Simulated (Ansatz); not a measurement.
# AlFe (Pm-3m): thermal expansion from first principles

Wanted: α(T), C_P(T) and B(T) of AlFe in the quasi-harmonic approximation.

Program: Ansatz 0.2.0. Level of theory: DFT LDA, scalar-relativistic, plane waves, PAW. Results are calculated unless marked as measured.

Report form: the programs' logs are mostly left out.

### 1. The starting structure

The structure is cubic, space group Pm-3m (No. 221). The conventional cell has a = 2.910 Å, b = 2.910 Å, c = 2.910 Å, α = 90.00°, β = 90.00°, γ = 90.00°. Nearest to Al lie 8 Fe at 2.52 Å. Fe has 8 Al at 2.52 Å nearest. Farther neighbours are not listed.

### 2. Probe on a coarse mesh

Before spending time, one coarse run tells the gap and the pressure of the starting cell.

Input file input.yaml:

```yaml
crystal:
  lattice:
    - [2.91, 0.0, 0.0]
    - [0.0, 2.91, 0.0]
    - [0.0, 0.0, 2.91]
  atoms:
    - { symbol: Al, position: [0.0, 0.0, 0.0] }
    - { symbol: Fe, position: [0.5, 0.5, 0.5], spin: 4.0 }
kpoints:
  mp_grid: { grid: [6, 6, 6] }
hamiltonian:
  xc: lda
scf:
  occupations: { method: gaussian, width: 0.1 }
  lower_state_search: "off"
output:
  forces: true
  stress: true
  eigenvalues: true
  populations: true
magnetization:
  spin_polarized: true
```

The run is started by

```sh
$ ansatz run input.yaml --threads 8 --pin off --max-ram 16384MiB --backend cpu --events-out ev --progress --plain --runs-dir out
```

Run time: 1 s. Hardware: 8 threads of Arm Neoverse V1, shared host; peak memory 0.28 GiB; 2.6 s of CPU time.

Numbers from this step:

```
magnetization          : 0.6836 μB
absolute magnetization : 0.7652 μB
site moments           : -0.02133, 0.7072 μB
pressure               : -16.42 GPa
volume per atom        : 12.32 Å³/atom
gap on the k-mesh      : 0 eV
```

Site moment by atom:

| atom | site moment (μB) |
| --- | --- |
| Al1 | -0.021 |
| Fe2 | 0.707 |

The start is under -16 GPa at this level and looks like a metal on this mesh.

### 3. A loose first relaxation

The start is far from rest, so a relaxation with loose thresholds first brings it near the minimum.

input.yaml, the sections that differ from step 2:

```yaml
crystal:
  lattice:
    - [2.91, 0.0, 0.0]
    - [0.0, 2.91, 0.0]
    - [0.0, 0.0, 2.91]
  atoms:
    - { symbol: Al, position: [0.0, 0.0, 0.0] }
    - { symbol: Fe, position: [0.5, 0.5, 0.5], spin: 0.78 }
relax:
  adjacent_minimum: "off"
  f_tol: 0.05
  max_steps: 80
  cell: { stress_tol: 0.5 }
# kpoints, hamiltonian, scf, output, magnetization: as in step 2
```

Run time: 1.7 s. Hardware: 8 threads; peak memory 0.29 GiB.

Step by step:

| step | energy less that of the first step (eV) | largest force component (eV/Å) | pressure (GPa) | volume (Å³) |
| --- | --- | --- | --- | --- |
| 1 | 0.0000 | 0.0000 | -16.42 | 24.64 |
| 2 | -0.1185 | 0.0000 | -5.77 | 23.00 |
| 3 | -0.1316 | 0.0000 | 0.98 | 22.19 |
| 4 | -0.1318 | 0.0000 | -0.03 | 22.31 |
| 5* | -0.1308 | 0.0000 | -0.13 | 22.31 |

Relaxation steps marked * repeat the geometry before them on a plane-wave basis chosen anew for their cell, so energy and pressure can jump there.

The run keeps the 48 symmetry operations that it works with, so distortions that break them were not tested.

| conventional cell, symmetrised | before | after | change |
| --- | --- | --- | --- |
| a (Å) | 2.910 | 2.815 | -3.3 % |
| b (Å) | 2.910 | 2.815 | -3.3 % |
| c (Å) | 2.910 | 2.815 | -3.3 % |
| volume (Å³/atom) | 12.32 | 11.15 | -9.5 % |

The relaxed structure:

```xyz
2
Lattice="2.8150 0.0000 0.0000 0.0000 2.8150 0.0000 0.0000 0.0000 2.8150" Properties=species:S:1:pos:R:3 pbc="T T T"
Al    0.0000    0.0000    0.0000
Fe    1.4075    1.4075    1.4075
```

This step gave:

```yaml
magnetization: 0.5884 μB
absolute_magnetization: 0.6451 μB
site_moments: -0.01399, 0.5980 μB
pressure: -0.1283 GPa
volume_per_atom: 11.15 Å³/atom
```

Site moment by atom:

| atom | site moment (μB) |
| --- | --- |
| Al1 | -0.014 |
| Fe2 | 0.598 |

The relaxation ends with a pressure of -0.13 GPa.

### 4. Finding the static equilibrium

The vibrations must be taken about the equilibrium of this functional, not about the starting cell, so the structure is relaxed.

input.yaml, the sections that differ from step 3:

```yaml
crystal:
  lattice:
    - [2.8150386102, 0.0, 0.0]
    - [0.0, 2.8150386102, 0.0]
    - [0.0, 0.0, 2.8150386102]
  atoms:
    - { symbol: Al, position: [0.0, 0.0, 0.0] }
    - { symbol: Fe, position: [0.5, 0.5, 0.5], spin: 0.66 }
kpoints:
  mp_grid: { grid: [14, 14, 14] }
relax:
  adjacent_minimum: "off"
  f_tol: 0.005
  max_steps: 80
  cell: { stress_tol: 0.05 }
# hamiltonian, scf, output, magnetization: as in step 3
```

Elapsed: 2.7 s, on 8 threads; peak memory 0.37 GiB.

Little changed from the start: no atom moved by 0.005 Å and no cell edge by 0.1 %.

This step gave:

```
magnetization          : 0.6193 μB
absolute magnetization : 0.6783 μB
site moments           : -0.01606, 0.6282 μB
pressure               : 0.04467 GPa
volume per atom        : 11.16 Å³/atom
```

### 5. Relaxing to small residual forces and stress

The relaxation is repeated with tighter thresholds on force and stress, since phonons are sensitive to what is left; a change of mesh or smearing in the input moves the cell too.

input.yaml, the sections that differ from step 4:

```yaml
crystal:
  lattice:
    - [2.8153098574, 0.0, 0.0]
    - [0.0, 2.8153098574, 0.0]
    - [0.0, 0.0, 2.8153098574]
  atoms:
    - { symbol: Al, position: [0.0, 0.0, 0.0] }
    - { symbol: Fe, position: [0.5, 0.5, 0.5], spin: 0.69 }
kpoints:
  mp_grid: { grid: [16, 16, 16] }
scf:
  occupations: { method: gaussian, width: 0.15 }
  lower_state_search: "off"
relax:
  adjacent_minimum: "off"
  f_tol: 0.001
  max_steps: 60
  cell: { stress_tol: 0.01 }
# hamiltonian, output, magnetization: as in step 4
```

Wall time 4.3 s (8 threads); peak memory 0.4 GiB; 29 s of CPU time.

Little changed from the start: no atom moved by 0.005 Å and no cell edge by 0.1 %.

Numbers from this step:

| Quantity | Value |
| --- | --- |
| magnetization | 0.6306 μB |
| absolute magnetization | 0.6901 μB |
| site moments | -0.01648, 0.6386 μB |
| pressure | 8.19e-4 GPa |

The residual pressure is 8.2e-4 GPa, small enough for phonons.

### 6. A faulty attempt

This input was changed on purpose, to see how the program answers.

Input file input.yaml:

```yaml
crystal:
  lattice:
    - [2.8158460461, 0.0, 0.0]
    - [0.0, 2.8158460461, 0.0]
    - [0.0, 0.0, 2.8158460461]
  atoms:
    - { symbol: Al, position: [0.0, 0.0, 0.0] }
    - { symbol: Fe, position: [0.5, 0.5, 0.5], spin: 0.7 }
kpoints:
  mp_grid: { grid: [16, 16, 16] }
hamiltonian:
  xc: lda
scf:
  occupations: { method: gaussian, width: 0.15 }
  lower_state_search: "off"
  max_iter: 100
output:
  eigenvalues: true
  populations: true
magnetization:
  spin_polarized: true
phonons:
  method: dfpt
  qmesh: [4, 4, 4]
  thermal_expansion: "~"
```

It took 0.58 s on 8 threads; peak memory 0.023 GiB.

The program refused the input before any cycle.

The program's message: “Error: YAML parse error: error: line 25 column 22: expected mapping start
  --> <input>:25:22
   |
23 |   method: dfpt
24 |   qmesh: [4, 4, 4]
25 |   thermal_expansion: "~"
   |                      ^ …”

The fault put into the input: a string where a block is expected.

### 7. The quasi-harmonic study

The study relaxes the crystal at several strains, solves the phonons on some of them and minimises the free energy at each temperature (static energy, vibrations, the electrons in a metal, and PV under a set pressure); the q-mesh sets how far the force constants reach.

input.yaml, as its differences from that of step 6:

```diff
@@ -15,3 +15,2 @@
   lower_state_search: "off"
-  max_iter: 100
 output:
@@ -24,2 +23,3 @@
   qmesh: [4, 4, 4]
-  thermal_expansion: "~"
+  temperatures: { t_max: 900.0, t_step: 50 }
+  thermal_expansion: {}
```

Run time: 34 min. Hardware: 8 threads; peak memory 4.2 GiB.

Numbers from this step:

```
absolute magnetization                           : 0.6900 μB
pressure                                         : -0.001260 GPa
volume expansion coefficient at 298 K            : 30.62 1e-6/K
C_P at 298 K                                     : 22.73 J/mol-atom/K
entropy at 298 K                                 : 23.50 J/mol-atom/K
isothermal bulk modulus at 298 K                 : 193.9 GPa
Grüneisen parameter at 298 K                     : 1.805
volume at 298 K                                  : 11.29 Å³/atom
principal linear expansion coefficients at 298 K : 10.21, 10.21, 10.21 1e-6/K
```

Strained cells of the study; zero-point energy where phonons were solved; the pressures are stresses at a fixed cutoff and can carry an offset from the finite basis. Expansion cells, by row:

| cell | \|a\| (Å) | \|b\| (Å) | \|c\| (Å) | V (Å³/atom) | E - E_lowest (meV/atom) | pressure, compression positive (GPa) | gap (eV) | zero-point energy (meV/atom) |
| --- | --- | --- | --- | --- | --- | --- | --- | --- |
| 1 | 2.816 | 2.816 | 2.816 | 11.16 | 0 | -0.021 | - | - |
| 2 | 2.838 | 2.838 | 2.838 | 11.43 | 3.972 | -4.634 | - | - |
| 3 | 2.793 | 2.793 | 2.793 | 10.9 | 4.107 | 5.073 | - | - |
| 4 | 2.816 | 2.816 | 2.816 | 11.17 | 0.001 | -0.062 | - | 49.64 |
| 5 | 2.83 | 2.83 | 2.83 | 11.33 | 1.609 | -3.001 | - | 48.32 |
| 6 | 2.844 | 2.844 | 2.844 | 11.5 | 6.123 | -5.691 | - | 47.03 |
| 7 | 2.858 | 2.858 | 2.858 | 11.67 | 13.57 | -8.247 | - | 45.73 |
| 8 | 2.788 | 2.788 | 2.788 | 10.84 | 6.377 | 6.39 | - | - |
| 9 | 2.802 | 2.802 | 2.802 | 11 | 1.555 | 3.066 | - | - |
| 10 | 2.879 | 2.879 | 2.879 | 11.93 | 29.94 | -11.78 | - | - |

Quasi-harmonic; a, b, c are the run's own cell vectors. Expansion, by row:

| T (K) | a (Å) | b (Å) | c (Å) | alpha (deg) | beta (deg) | gamma (deg) | cell volume (Å³/cell) | alpha_a (1e-6/K) | alpha_b (1e-6/K) | alpha_c (1e-6/K) | alpha_V (1e-6/K) | C_P (J/mol-atom/K) | C_V (J/mol-atom/K) | S (J/mol-atom/K) | B_T (GPa) | B_S (GPa) | Grueneisen | extrapolation | fit error (1e-6/K) |
| --- | --- | --- | --- | --- | --- | --- | --- | --- | --- | --- | --- | --- | --- | --- | --- | --- | --- | --- | --- |
| 0 | 2.821 | 2.821 | 2.821 | 90 | 90 | 90 | 22.46 | 0 | 0 | 0 | 0 | 0 | 0 | 0 | 200.7 | 200.7 | - | 0 | 0 |
| 50 | 2.821 | 2.821 | 2.821 | 90 | 90 | 90 | 22.46 | 1.2 | 1.2 | 1.2 | 3.61 | 2.663 | 2.662 | 0.934 | 200.6 | 200.6 | 1.838 | 0 | 0 |
| 100 | 2.822 | 2.822 | 2.822 | 90 | 90 | 90 | 22.47 | 4.44 | 4.44 | 4.44 | 13.32 | 9.85 | 9.826 | 4.974 | 199.9 | 200.3 | 1.833 | 0 | 0 |
| 150 | 2.823 | 2.823 | 2.823 | 90 | 90 | 90 | 22.49 | 6.95 | 6.95 | 6.95 | 20.86 | 15.51 | 15.43 | 10.12 | 198.6 | 199.8 | 1.819 | 0 | 0 |
| 200 | 2.824 | 2.824 | 2.824 | 90 | 90 | 90 | 22.52 | 8.54 | 8.54 | 8.54 | 25.61 | 19.07 | 18.89 | 15.11 | 197.2 | 199 | 1.812 | 0 | 0 |
| 250 | 2.825 | 2.825 | 2.825 | 90 | 90 | 90 | 22.55 | 9.54 | 9.54 | 9.54 | 28.63 | 21.3 | 21.02 | 19.62 | 195.5 | 198.1 | 1.807 | 0 | 0.01 |
| 298.1 | 2.826 | 2.826 | 2.826 | 90 | 90 | 90 | 22.58 | 10.21 | 10.21 | 10.21 | 30.62 | 22.73 | 22.36 | 23.5 | 193.9 | 197.1 | 1.805 | 0 | 0.01 |
| 300 | 2.826 | 2.826 | 2.826 | 90 | 90 | 90 | 22.58 | 10.23 | 10.23 | 10.23 | 30.68 | 22.78 | 22.4 | 23.64 | 193.8 | 197 | 1.805 | 0 | 0.01 |
| 350 | 2.828 | 2.828 | 2.828 | 90 | 90 | 90 | 22.62 | 10.73 | 10.73 | 10.73 | 32.2 | 23.83 | 23.36 | 27.24 | 192 | 195.9 | 1.803 | 0 | 0.01 |
| 400 | 2.83 | 2.83 | 2.83 | 90 | 90 | 90 | 22.65 | 11.14 | 11.14 | 11.14 | 33.41 | 24.63 | 24.05 | 30.48 | 190.2 | 194.8 | 1.802 | 0 | 0.01 |
| 450 | 2.831 | 2.831 | 2.831 | 90 | 90 | 90 | 22.69 | 11.48 | 11.48 | 11.48 | 34.43 | 25.28 | 24.59 | 33.42 | 188.3 | 193.5 | 1.801 | 0 | 0.01 |
| 500 | 2.833 | 2.833 | 2.833 | 90 | 90 | 90 | 22.73 | 11.78 | 11.78 | 11.78 | 35.33 | 25.83 | 25.03 | 36.11 | 186.3 | 192.3 | 1.801 | 0 | 0.01 |
| 550 | 2.834 | 2.834 | 2.834 | 90 | 90 | 90 | 22.77 | 12.06 | 12.06 | 12.06 | 36.17 | 26.31 | 25.4 | 38.59 | 184.4 | 191 | 1.801 | 0 | 0.01 |
| 600 | 2.836 | 2.836 | 2.836 | 90 | 90 | 90 | 22.81 | 12.32 | 12.32 | 12.32 | 36.96 | 26.74 | 25.71 | 40.9 | 182.4 | 189.7 | 1.801 | 0 | 0.01 |
| 650 | 2.838 | 2.838 | 2.838 | 90 | 90 | 90 | 22.86 | 12.58 | 12.58 | 12.58 | 37.73 | 27.14 | 25.99 | 43.06 | 180.3 | 188.3 | 1.802 | 0 | 0.01 |
| 700 | 2.84 | 2.84 | 2.84 | 90 | 90 | 90 | 22.9 | 12.83 | 12.83 | 12.83 | 38.48 | 27.52 | 26.24 | 45.08 | 178.3 | 186.9 | 1.803 | 0 | 0.01 |
| 750 | 2.842 | 2.842 | 2.842 | 90 | 90 | 90 | 22.95 | 13.08 | 13.08 | 13.08 | 39.24 | 27.87 | 26.47 | 46.99 | 176.2 | 185.5 | 1.804 | 0 | 0.01 |
| 800 | 2.843 | 2.843 | 2.843 | 90 | 90 | 90 | 22.99 | 13.33 | 13.33 | 13.33 | 39.99 | 28.22 | 26.68 | 48.8 | 174.1 | 184.1 | 1.806 | 0 | 0.01 |
| 850 | 2.845 | 2.845 | 2.845 | 90 | 90 | 90 | 23.04 | 13.59 | 13.59 | 13.59 | 40.76 | 28.55 | 26.87 | 50.52 | 171.9 | 182.7 | 1.809 | 0 | 0.01 |
| 900 | 2.847 | 2.847 | 2.847 | 90 | 90 | 90 | 23.08 | 13.85 | 13.85 | 13.85 | 41.54 | 28.88 | 27.05 | 52.16 | 169.7 | 181.2 | 1.811 | 0 | 0.02 |

Expansion coefficient against temperature; values in 1e-6/K:

| temperature (K) | volume | principal 1 |
| --- | --- | --- |
| 0 | 0 | 0 |
| 50 | 3.61 | 1.2 |
| 100 | 13.3 | 4.44 |
| 150 | 20.9 | 6.95 |
| 200 | 25.6 | 8.54 |
| 250 | 28.6 | 9.54 |
| 298 | 30.6 | 10.2 |
| 300 | 30.7 | 10.2 |
| 350 | 32.2 | 10.7 |
| 400 | 33.4 | 11.1 |
| 450 | 34.4 | 11.5 |
| 500 | 35.3 | 11.8 |
| 550 | 36.2 | 12.1 |
| 600 | 37.0 | 12.3 |
| 650 | 37.7 | 12.6 |
| 700 | 38.5 | 12.8 |
| 750 | 39.2 | 13.1 |
| 800 | 40.0 | 13.3 |
| 850 | 40.8 | 13.6 |
| 900 | 41.5 | 13.8 |

At 298 K the volume expansion is 30.6 × 10⁻⁶/K and B_T is 194 GPa. The program raised the cutoff to 487.2 eV by itself: with no cutoff typed, the study takes about 1.16 times the default for its relaxations and scales it with the volume for the phonons.

### 8. Outcome

* settings of these figures: LDA, 487.2 eV, k 16×16×16, q 4×4×4
* volume expansion coefficient at 298 K: 30.62 1e-6/K
* C_P at 298 K: 22.73 J/mol-atom/K
* entropy at 298 K: 23.50 J/mol-atom/K
* isothermal bulk modulus at 298 K: 193.9 GPa
* Grüneisen parameter at 298 K: 1.805
* volume at 298 K: 11.29 Å³/atom
* principal linear expansion coefficients at 298 K: 10.21, 10.21, 10.21 1e-6/K

**Reading.** Near room temperature AlFe expands by 30.6 × 10⁻⁶/K in volume by LDA, with C_P = 22.7 J/(mol K) per mole of atoms and B_T = 194 GPa. C_P at room temperature is 91 % of the classical 3R an atom, so the stiffest modes are still partly frozen out. In this metal the study includes the electrons' free energy, which adds a term that grows with temperature, so the heat capacities need not level off at 3R. The PAW files were made for PBE and are used here under another functional, for which the program regenerates the frozen cores. The program's search for a lower electronic state was switched off, so the magnetic state used is not shown to be the lowest. The cell of these runs is 9 % smaller in volume than the database cell; frequencies and all that rests on them shift with it.

[Logs are printed without paths, hosts, clocks, repeated set-up lines and the standing remarks that a program may print on its own settings, such as how far it seeks lower states.]

[Hosts, paths, dates, database ids (printed as entryN), source tags and the programs' standing remarks are cut or masked in the printed files.]

[A step with changed settings may run another functional than the one named; its input shows which.]
